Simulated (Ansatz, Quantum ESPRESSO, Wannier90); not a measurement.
# zigzag Sc chain, bond 2.80 Å, width 0.8 Å: Wannier functions and conductance, part 3 of 4

Aim: a Wannier model and the conductance steps that follow from it, for this wire: zigzag Sc chain, bond 2.80 Å, width 0.8 Å.

Quantum ESPRESSO 7.5 and Wannier90 3.1.0; plane-wave DFT, PBE, PseudoDojo norm-conserving pseudopotentials; cross-check by Ansatz 0.2.0 with PAW datasets.

So far. Step 2 (Ground state): The run needed 12 iterations to bring the estimated error under 1e-07 Ry; the largest force on any atom, held or free, is 0.18 eV/Å.

**6. Localisation, bands and conductance**

Level of this step: maximally localised Wannier functions and ballistic conductance; plane-wave DFT, PBE, PseudoDojo norm-conserving pseudopotentials (Wannier90).

After disentangling and localising, transport_mode = bulk builds principal layers from hoppings within dist_cutoff and counts open channels.

Contents of wan.win:

```
num_wann = 18
num_bands = 35
num_iter = 200
num_print_cycles = 20
conv_tol = 1e-8
conv_window = 5
guiding_centres = true
dis_num_iter = 1500
dis_conv_tol = 1e-8
dis_win_min = -12.1151
dis_win_max = 7.8849
dis_froz_max = 0.3849
search_shells = 120
fermi_energy = -1.1151

transport = true
transport_mode = bulk
one_dim_axis = z
dist_cutoff = 16.0
dist_cutoff_mode = one_dim
tran_win_min = -4.0
tran_win_max = 2.0
tran_energy_step = 0.02

bands_plot = true
bands_num_points = 96
begin kpoint_path
G 0.0 0.0 0.0 Z 0.0 0.0 0.5
end kpoint_path

begin projections
Sc:s;p;d
end projections

begin unit_cell_cart
ang
  9.0000000000 0.0000000000 0.0000000000
  0.0000000000 8.0000000000 0.0000000000
  0.0000000000 0.0000000000 5.3665631460
end unit_cell_cart

begin atoms_frac
  Sc -0.0444444444 0.0000000000 0.0000000000
  Sc 0.0444444444 0.0000000000 0.5000000000
end atoms_frac

mp_grid = 1 1 6
begin kpoints
  0.0 0.0 0.0000000000
  0.0 0.0 0.1666666667
  0.0 0.0 0.3333333333
  0.0 0.0 0.5000000000
  0.0 0.0 0.6666666667
  0.0 0.0 0.8333333333
end kpoints
```

On the command line:

```bash
OMP_NUM_THREADS=1 wannier90.x wan > wan.run.log
```

The log of the run:

```text
[banner, memory and clock lines left out]
+---------------------------------------------------+
             |                                                   |
             |                   WANNIER90                       |
             |                                                   |
             +---------------------------------------------------+
             |                                                   |
             |        Welcome to the Maximally-Localized         |
             |        Generalized Wannier Functions code         |
             |                             |
             |                                                   |
             |                                                   |
             |  Wannier90 Developer Group:                       |
             |    Giovanni Pizzi    (EPFL)                       |
             |    Valerio Vitale    (Cambridge)                  |
             |    David Vanderbilt  (Rutgers University)         |
             |    Nicola Marzari    (EPFL)                       |
             |    Ivo Souza         (Universidad del Pais Vasco) |
             |    Arash A. Mostofi  (Imperial College London)    |
             |    Jonathan R. Yates (University of Oxford)       |
             |                                                   |
             |  For the full list of Wannier90 3.x authors,      |
             |  please check the code documentation and the      |
             |  README on the GitHub page of the code            |
             |                                                   |
             |                                                   |
             |                                                   |
             |  [ref] "Wannier90 as a community code:            |
             |        new features and applications",            |
             |        165902 (2020).                             |
             |            |
             |                                                   |
             |  in any publications arising from the use of      |
             |                                                   |
             |  [ref] "Maximally Localized Generalised Wannier   |
             |         Functions for Composite Energy Bands"     |
             |         N. Marzari and D. Vanderbilt              |
             |         Phys. Rev. B 56 12847 (1997)              |
             |                                                   |
             |  [ref] "Maximally Localized Wannier Functions     |
             |         for Entangled Energy Bands"               |
             |         I. Souza, N. Marzari and D. Vanderbilt    |
             |         Phys. Rev. B 65 035109 (2001)             |
             |                                                   |
             |                                                   |
             | Copyright (c) 1996-2020                           |
             |        The Wannier90 Developer Group and          |
             |        individual contributors                    |
             |                                                   |
             |      Release: 3.1.0        5th March    2020      |
             |                                                   |
             | This program is free software; you can            |
             | redistribute it and/or modify it under the terms  |
             | of the GNU General Public License as published by |
             | the Free Software Foundation; either version 2 of |
             | the License, or (at your option) any later version|
             |                                                   |
             | This program is distributed in the hope that it   |
             | will be useful, but WITHOUT ANY WARRANTY; without |
             | even the implied warranty of MERCHANTABILITY or   |
             | FITNESS FOR A PARTICULAR PURPOSE. See the GNU     |
             | General Public License for more details.          |
             |                                                   |
             | You should have received a copy of the GNU General|
             | Public License along with this program; if not,   |
             | write to the Free Software Foundation, Inc.,      |
             | 675 Mass Ave, Cambridge, MA 02139, USA.           |
             |                                                   |
             +---------------------------------------------------+
             +---------------------------------------------------+

 ******************************************************************************
 * -> Using CODATA 2006 constant values                                       *
 *    (                      *
 * -> Using Bohr value from CODATA                                            *
 ******************************************************************************

 Running in serial (with parallel executable)

                                    ------
                                    SYSTEM
                                    ------

                              Lattice Vectors (Ang)
                    a_1     9.000000   0.000000   0.000000
                    a_2     0.000000   8.000000   0.000000
                    a_3     0.000000   0.000000   5.366563

                   Unit Cell Volume:     386.39255  (Ang^3)

                        Reciprocal-Space Vectors (Ang^-1)
                    b_1     0.698132   0.000000   0.000000
                    b_2     0.000000   0.785398   0.000000
                    b_3     0.000000   0.000000   1.170802

 *----------------------------------------------------------------------------*
 |   Site       Fractional Coordinate          Cartesian Coordinate (Ang)     |
 +----------------------------------------------------------------------------+
 | Sc   1  -0.04444   0.00000   0.00000   |   -0.40000   0.00000   0.00000    |
 | Sc   2   0.04444   0.00000   0.50000   |    0.40000   0.00000   2.68328    |
 *----------------------------------------------------------------------------*
                                ------------
                                K-POINT GRID
                                ------------

             Grid size =  1 x  1 x  6      Total points =    6

 *---------------------------------- MAIN ------------------------------------*
 |  Number of Wannier Functions               :                18             |
 |  Number of Objective Wannier Functions     :                18             |
 |  Number of input Bloch states              :                35             |
[...]
Sum of centres and spreads ( -5.429243, -2.823028, 24.164041 )    41.03875737

     40    -0.353E-01     0.8129170020       41.0387573413       0.95  <-- CONV
        O_D=      0.0172017 O_OD=      9.0033861 O_TOT=     41.0387573 <-- SPRD
 Delta: O_D= -0.6498441E-03 O_OD= -0.3469911E-01 O_TOT= -0.3534896E-01 <-- DLTA
 Cycle:     60
[...]
Sum of centres and spreads ( -5.398570, -3.222724, 24.163316 )    40.07789380

     60    -0.145E-01     0.5492647289       40.0778937695       0.98  <-- CONV
        O_D=      0.0136934 O_OD=      8.0460308 O_TOT=     40.0778938 <-- SPRD
 Delta: O_D=  0.3568682E-03 O_OD= -0.1480894E-01 O_TOT= -0.1445207E-01 <-- DLTA
 Cycle:     80
[...]
Sum of centres and spreads ( -5.424298, -3.556335, 24.164049 )    39.90812386

     80    -0.386E-02     0.2628408731       39.9081238336       1.01  <-- CONV
        O_D=      0.0124702 O_OD=      7.8774840 O_TOT=     39.9081238 <-- SPRD
 Delta: O_D= -0.2816254E-04 O_OD= -0.3830013E-02 O_TOT= -0.3858176E-02 <-- DLTA
 Cycle:    100
[...]
Sum of centres and spreads ( -5.437932, -3.714383, 24.164085 )    39.85988026

    100    -0.191E-02     0.1791645775       39.8598802327       1.04  <-- CONV
        O_D=      0.0123137 O_OD=      7.8293969 O_TOT=     39.8598802 <-- SPRD
 Delta: O_D= -0.1304690E-03 O_OD= -0.1779730E-02 O_TOT= -0.1910199E-02 <-- DLTA

 Writing checkpoint file wan.chk... done

 Cycle:    120
[...]
Sum of centres and spreads ( -5.448558, -3.809804, 24.163891 )    39.83540944

    120    -0.808E-03     0.1246783969       39.8354094123       1.07  <-- CONV
        O_D=      0.0122051 O_OD=      7.8050347 O_TOT=     39.8354094 <-- SPRD
 Delta: O_D=  0.3171275E-04 O_OD= -0.8393349E-03 O_TOT= -0.8076221E-03 <-- DLTA
 Cycle:    140
[...]
Sum of centres and spreads ( -5.454368, -3.869510, 24.164081 )    39.81583901

    140    -0.930E-03     0.1297447794       39.8158389777       1.09  <-- CONV
        O_D=      0.0121307 O_OD=      7.7855387 O_TOT=     39.8158390 <-- SPRD
 Delta: O_D=  0.5619711E-05 O_OD= -0.9355234E-03 O_TOT= -0.9299037E-03 <-- DLTA
 Cycle:    160
[...]
Sum of centres and spreads ( -5.457190, -3.905569, 24.164095 )    39.79847640

    160    -0.958E-03     0.1258875249       39.7984763744       1.12  <-- CONV
        O_D=      0.0120591 O_OD=      7.7682477 O_TOT=     39.7984764 <-- SPRD
 Delta: O_D= -0.9502643E-04 O_OD= -0.8629289E-03 O_TOT= -0.9579553E-03 <-- DLTA
 Cycle:    180
[...]
Sum of centres and spreads ( -5.456035, -3.930005, 24.163927 )    39.78360422

    180    -0.506E-03     0.0995060992       39.7836041952       1.15  <-- CONV
        O_D=      0.0119719 O_OD=      7.7534627 O_TOT=     39.7836042 <-- SPRD
 Delta: O_D=  0.2784013E-04 O_OD= -0.5334415E-03 O_TOT= -0.5056014E-03 <-- DLTA
 Cycle:    200
[...]
Sum of centres and spreads ( -5.450937, -3.954582, 24.164051 )    39.77247904

    200    -0.470E-03     0.0919327742       39.7724790153       1.18  <-- CONV
        O_D=      0.0119038 O_OD=      7.7424057 O_TOT=     39.7724790 <-- SPRD
 Delta: O_D=  0.5353976E-05 O_OD= -0.4754728E-03 O_TOT= -0.4701188E-03 <-- DLTA

 Writing checkpoint file wan.chk... done

 Final State
[...]
WF centre and spread   11  ( -0.938604, -3.996663,  4.047683 )     3.67230033
  WF centre and spread   12  (  1.318985, -1.174803,  2.702947 )     2.88277201
  WF centre and spread   13  (  1.333605,  1.139905,  2.704642 )     2.82561180
  WF centre and spread   14  ( -0.381694, -0.158570,  2.679683 )     2.31328988
  WF centre and spread   15  (  0.519668, -0.000470,  2.673911 )     1.28523266
  WF centre and spread   16  (  0.415749,  0.000072,  2.681346 )     1.30847756
  WF centre and spread   17  (  0.457858, -0.128897,  2.690590 )     1.41320756
  WF centre and spread   18  (  0.133173,  0.313243,  2.678940 )     1.66037181
  Sum of centres and spreads ( -5.450937, -3.954582, 24.164051 )    39.77247904

         Spreads (Ang^2)       Omega I      =    32.018169583
        ================       Omega D      =     0.011903779
                               Omega OD     =     7.742405653
    Final Spread (Ang^2)       Omega Total  =    39.772479015
 Time for wannierise            0.277 (sec)

 Writing checkpoint file wan.chk... done

 *---------------------------------------------------------------------------*
 |                               PLOTTING                                    |
 *---------------------------------------------------------------------------*

 Translated centres
    translation centre in fractional coordinate:  0.000000  0.000000  0.250000
  WF centre     1  ( -0.015877,  0.006694,  4.022742 )
  WF centre     2  ( -4.490941,  0.026970,  1.334571 )
  WF centre     3  ( -1.371605, -1.017276, -0.025995 )
  WF centre     4  ( -1.365845,  1.004197, -0.024449 )
  WF centre     5  (  0.381453, -0.155552,  0.004959 )
  WF centre     6  ( -0.515891, -0.000690,  0.009802 )
  WF centre     7  ( -0.416313,  0.000936,  0.000722 )
  WF centre     8  ( -0.372157, -0.210898,  0.000226 )
  WF centre     9  ( -0.139112,  0.392992,  0.004079 )
  WF centre    10  ( -0.003390,  0.004228,  1.344215 )
  WF centre    11  ( -0.938604, -3.996663, -1.318880 )
  WF centre    12  (  1.318985, -1.174803,  2.702947 )
  WF centre    13  (  1.333605,  1.139905,  2.704642 )
  WF centre    14  ( -0.381694, -0.158570,  2.679683 )
  WF centre    15  (  0.519668, -0.000470,  2.673911 )
  WF centre    16  (  0.415749,  0.000072,  2.681346 )
  WF centre    17  (  0.457858, -0.128897,  2.690590 )
  WF centre    18  (  0.133173,  0.313243,  2.678940 )

 Calculating interpolated band-structure

 Time to calculate interpolated band structure       0.017 (sec)

 Time for plotting              0.019 (sec)

 *---------------------------------------------------------------------------*
 |                              TRANSPORT                                    |
 *---------------------------------------------------------------------------*

 Calculation of Quantum Conductance and DoS: bulk mode

 Maximum imaginary part of the real-space Hamiltonian:     0.030812

     Maximum real part of the real-space Hamiltonian at each lattice point
            Lattice point R           Max |H_ij(R)|
                  -4                     0.000000
                  -3                     0.007190
                  -2                     0.074084
                  -1                     1.008052
                   0                     2.687860
                   1                     1.008052
                   2                     0.074084
                   3                     0.007190
                   4                     0.000000

 Number of unit cells inside the principal layer:     3
 Number of Wannier Functions inside the principal layer:    54

 Calculating quantum conductance and density of states... done

 Time for transport             2.411 (sec)
 Total Execution Time           3.647 (sec)

 *===========================================================================*
 |                             TIMING INFORMATION                            |
 *===========================================================================*
 |    Tag                                                Ncalls      Time (s)|
 |---------------------------------------------------------------------------|
 |kmesh: get                                        :         1         0.007|
 |overlap: allocate                                 :         1         0.000|
 |overlap: read                                     :         1         0.027|
 |dis: main                                         :         1         0.902|
 |wann: main                                        :         1         0.277|
 |plot: main                                        :         1         0.019|
 |tran: main                                        :         1         2.411|
 *---------------------------------------------------------------------------*

 All done: wannier90 exiting
[key lines of the parts left out:]
|  Fermi energy (eV)                         :            -1.115             |
```

Wall time 4.1 s (1 MPI rank of Arm Neoverse V2, shared host); peak memory 0.09 GiB.

Read from the output:

| Item | Value |
| --- | --- |
| lead channels at the Fermi level, one spin | 4.000 |
| total spread | 39.77 Å² |
| gauge-invariant spread | 32.02 Å² |
| largest misfit to plane-wave levels between mesh points, inside the frozen window | 0.02454 eV |

Per spin. Quantum conductance of the perfect wire, open channels against energy, zero at the Fermi level:

energy (eV), quantum conductance of the perfect wire, open channels and a bar:
```
   -2.600       0.00 
   -2.400       1.00 #######
   -2.200       1.00 #######
   -2.000       1.00 #######
   -1.800       1.00 #######
   -1.600       1.00 #######
   -1.400       1.00 #######
   -1.200       1.00 #######
   -1.020       1.00 #######
   -0.800       1.00 #######
   -0.600       1.00 #######
   -0.400       1.00 #######
   -0.200       1.00 ########
    0.000       4.00 ##############################
    0.200       3.01 #######################
    0.400       3.99 ##############################
    0.600       3.00 #######################
    0.800       4.00 ##############################
    1.000       4.00 ##############################
    1.200       4.00 ##############################
    1.400       3.00 ######################
    1.600       2.00 ###############
    1.800       0.00
```

Wannier functions:

```csv
no.,x (Å),y (Å),z (Å),spread (Å²)
1,-0.01588,0.006694,-1.344,2.308
2,-4.491,0.02697,1.335,4.093
3,-1.372,-1.017,-0.026,2.867
4,-1.366,1.004,-0.02445,2.82
5,0.3815,-0.1556,0.004959,2.263
6,-0.5159,-6.90e-4,0.009802,1.276
7,-0.4163,9.36e-4,7.22e-4,1.304
8,-0.3722,-0.2109,2.26e-4,1.429
9,-0.1391,0.393,0.004079,1.724
10,-0.00339,0.004228,1.344,2.327
11,-0.9386,-3.997,4.048,3.672
12,1.319,-1.175,2.703,2.883
13,1.334,1.14,2.705,2.826
14,-0.3817,-0.1586,2.68,2.313
15,0.5197,-4.70e-4,2.674,1.285
16,0.4157,7.20e-5,2.681,1.308
17,0.4579,-0.1289,2.691,1.413
18,0.1332,0.3132,2.679,1.66
```

Electronic bands along the path, in eV, zero at the Fermi level; # counts the bands kept:

```csv
point,#1,#2,#3,#4,#5,#6,#7
Γ,-2.48,-0.19,0.20,0.40,0.41,0.63,0.66
halfway,-2.07,-0.11,-0.11,0.16,0.55,0.57,0.67
Z,-0.92,-0.92,-0.15,-0.15,0.18,0.18,1.02
```

Bands and channels are those of the Wannier model: bands that were not projected, and all outside the frozen window, are missing or only approximate.

At least 2 of the functions sit far from every atom, off the bonds: the outer window has let in states of the vacuum, so the basis is not the atomic one that was projected.

**7. Neighbour list from wannier90 -pp, with dis_win_max − E_F = 4.0**

How much does a setting matter? One run is repeated with a change.

wan_w.win, as its differences from the input of step 6:

```diff
@@ -10,3 +10,3 @@
 dis_win_min = -12.1151
-dis_win_max = 7.8849
+dis_win_max = 2.8849
 dis_froz_max = 0.3849
```

On the command line:

```bash
OMP_NUM_THREADS=1 wannier90.x -pp wan_w > wan_w.pp.log
```

Elapsed: 0.47 s, on 1 MPI rank; peak memory 0.09 GiB.

**8. Overlaps and projections**

The same post-processing, on the changed run.

Contents of wan_w.p2w.in:

```
&inputpp
  prefix = 'nscf'
  outdir = './out'
  seedname = 'wan_w'
  write_mmn = .true.
  write_amn = .true.
  write_unk = .false.
/
```

On the command line:

```bash
OMP_NUM_THREADS=1 mpirun -n 2 pw2wannier90.x -in wan_w.p2w.in > wan_w.p2w.out
```

Run time: 18 s. Hardware: 2 MPI ranks; peak memory 0.19 GiB.

(Part 3 of 4 ends here.)

[Logs are printed without paths, hosts, clocks, repeated set-up lines and the standing remarks that a program may print on its own settings, such as how far it seeks lower states.]

[Hosts, paths, dates, database ids (printed as entryN), source tags and the programs' standing remarks are cut or masked in the printed files.]

[Maps of the electrostatic potential energy from Ansatz leave out the sawtooth potential of an applied field or a dipole correction, so their vacuum need not be flat; planar profiles and work functions include it.]
